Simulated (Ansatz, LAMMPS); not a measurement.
# Squeezing and shearing glassy 73SiO2-12SrO-7K2O-7P2O5 (mol %) (130 atoms): runs compared

How stiff is glassy 73SiO2-12SrO-7K2O-7P2O5 (mol %) (130 atoms), and how do its levels respond to strain?

Computed with Ansatz 0.2.0: Kohn-Sham DFT, PBE, PAW (set soft_2), plane waves.

### Step 1. The cell

The cell holds 130 atoms: 30 Si, 5 Sr, 6 K, 6 P and 83 O. Its edges and angles: a = 12.503 Å, b = 12.503 Å, c = 12.503 Å, α = 90.0°, β = 90.0°, γ = 90.0°. 130 atoms (30 Si, 5 Sr, 6 K, 6 P, 83 O) placed at random at 2.55 g/cm³, melted at 4000 K for 10 ps at fixed volume with the Morse and Coulomb pair potential with partial charges (Pedone, Malavasi, Menziani, Cormack and Segre, J. Phys. Chem. B 110, 11780 (2006)). Quenched from 4000 K to 300 K at 50 K/ps and fixed volume, held 10 ps at zero pressure, then minimised at fixed cell.

What the set-up can't give: The quench rate of 50 K/ps is orders of magnitude faster than experiment, which tends to freeze in extra defects. The starting topology of bonds comes from the classical model, and needn't be the one that DFT or experiment would give. Only the Γ point is sampled.

### Step 2. The reference run

The reference is a single point at the end of the relaxation.

Every strained cell starts from the geometry of this run, and its atoms are relaxed with the cell held.

Its input, with most atom lines left out:

```yaml
crystal:
  lattice:
    - [12.48485, -0.30104, -0.3432]
    - [-0.30104, 12.26093, -0.00482]
    - [-0.3432, -0.00482, 12.67752]
  atoms:
    - { symbol: Si, position: [0.2465, 0.62109, 0.06889] }
    - { symbol: Si, position: [0.92746, 0.42201, 0.5787] }
    - { symbol: Si, position: [0.89813, 0.62174, 0.91628] }
    - { symbol: Si, position: [0.93567, 0.38402, 0.00757] }
    - { symbol: Si, position: [0.17158, 0.05498, 0.49552] }
    - { symbol: Si, position: [0.66777, 0.52421, 0.90638] }
    - { symbol: Si, position: [0.17783, 0.36544, 0.03133] }
    [... atom lines 8 to 130 left out ...]
kpoints:
  mp_grid: { grid: [1, 1, 1] }
hamiltonian:
  xc: pbe
scf:
  occupations: { method: fixed }
output:
  forces: true
  stress: true
  populations: true
  dos:
    method: { smearing: { sigma: 0.15 } }
    de: 0.1
    projected: { site_lists: { K: [K], O: [O], P: [P], Si: [Si], Sr: [Sr] } }
  eigenvalues: true
  write_density: true
  write_potential: true
  volumetric_format: npy
```

| Item | Value |
| --- | --- |
| free energy per atom | -752.2068 eV/atom |
| r.m.s. force component | 0.01006 eV/Å |
| pressure | 0.004844 GPa |

Filled and empty levels are parted by 3.62 eV (at Γ alone); a semilocal functional tends to put such gaps too low. In a disordered cell it changes from sample to sample, and tail or defect levels can set it.

### Step 3. The runs

Each row is one run, on 4 threads of AMD EPYC 9R14 (Zen 4), shared host. The free energy is the program's total, comparable only between runs with the same functional and atoms.

| run | atoms | outcome | relaxation steps | free energy (eV) | time | host memory (GiB) |
| --- | --- | --- | --- | --- | --- | --- |
| Single point at the start | 130 | converged | - | -97777.459 | 19 s | 2.8 |
| Cell and atoms relaxed | 130 | converged | 36 | -97786.887 | 10 min | 2.9 |
| Single point at the relaxed geometry | 130 | converged | - | -97786.887 | 31 s | 3.0 |
| Volume -3 % | 130 | converged | 8 | -97786.645 | 2.6 min | 3.0 |
| Volume +3 % | 130 | converged | 8 | -97786.692 | 2.7 min | 3.1 |
| Volume -6 % | 130 | converged | 13 | -97785.863 | 3.8 min | 2.9 |
| Volume +6 % | 130 | converged | 12 | -97786.078 | 4.1 min | 3.1 |
| Volume -10 % | 130 | converged | 14 | -97783.846 | 5.3 min | 2.8 |
| Stretched by 1 % along x | 130 | converged | 7 | -97786.847 | 2.9 min | 3.0 |
| Compressed by 1 % along x | 130 | converged | 6 | -97786.844 | 2.5 min | 3.0 |
| Sheared by 2 % in xy | 130 | converged | 7 | -97786.830 | 3 min | 3.0 |

In some runs the program notes that the exchange-correlation potential is rough where the density is thin and the SCF threshold is loose for the stress.

### Step 4. Pressure against volume

Atoms are relaxed at each volume, in the scaled cell.

| volume change (%) | volume (Å³/atom) | energy change (meV/atom) | pressure (GPa) | largest move on relaxing (Å) | bonds | gap (eV) |
| --- | --- | --- | --- | --- | --- | --- |
| -10 | 13.417 | 23.40 | 5.47 | 0.44 | 219 | 3.81 |
| -6 | 14.013 | 7.88 | 2.98 | 0.40 | 213 | 3.74 |
| -3 | 14.461 | 1.86 | 1.41 | 0.33 | 208 | 3.67 |
| +0 | 14.908 | 0.00 | 0.00 | - | 205 | 3.62 |
| +3 | 15.355 | 1.50 | -1.16 | 0.25 | 203 | 3.57 |
| +6 | 15.802 | 6.23 | -2.18 | 0.53 | 201 | 3.54 |

### Step 5. Uniaxial strain and shear

Stress (GPa, compression positive) less that of the relaxed cell, atoms relaxed:

| strain | xx | yy | zz | xy | energy change (meV/atom) |
| --- | --- | --- | --- | --- | --- |
| stretched by 1 % along x | -0.765 | -0.234 | -0.167 | -0.093 | 0.31 |
| compressed by 1 % along x | 0.850 | 0.272 | 0.276 | 0.035 | 0.33 |
| sheared by 2 % in xy | -0.109 | -0.123 | -0.074 | -0.583 | 0.44 |

### Step 6. What came out

The bulk modulus, from the slope of pressure against ln V over the three points nearest the relaxed volume, is 42.9 GPa; a quadratic over all points gives a pressure derivative of about 4.0. The count of bonds runs from 201 to 219 over the series, so at some points contacts cross the cutoffs. At +6 % some atom moved by over 0.5 Å on relaxing, so those points may sit in another local minimum. The gap changes by -1.7 eV per unit of ln V, on the run's k-points. In the Cartesian axes of the cell, finite differences give C11 = 80.7, C12 = 25.3, C13 = 22.2 and C66 = 29.2 GPa (the shear of 2 % is the engineering strain, εxy = 0.01). The mean of C11, C12 and C13, which equals the bulk modulus in a cubic or isotropic solid, is 42.7 GPa: it agrees with the bulk modulus within 10 %. For an isotropic solid C66 would equal (C11 − C12)/2 = 27.7 GPa; so small a sample needn't be isotropic, and C66 rests on one shear. With the bulk modulus and C66 as K and G, Young's modulus would be about 71 GPa and Poisson's ratio 0.22.

Caveats: Strains are finite and relaxations stop at the force tolerance of the input, which can leave moduli too stiff; they are those of a static cell at zero temperature. Volumes are changed with the cell's shape held, so in an anisotropic solid the modulus lies over the one under free hydrostatic load. The program notes that the SCF threshold of the relaxations is loose for the stress.

The DFT runs together took 38 min of wall time.

[Long decimals in the printed logs are rounded to 6 places.]

[Logs are printed without paths, hosts, clocks, repeated set-up lines and the standing remarks that a program may print on its own settings, such as how far it seeks lower states.]

[Hosts, paths, dates, database ids (printed as entryN), source tags and the programs' standing remarks are cut or masked in the printed files.]
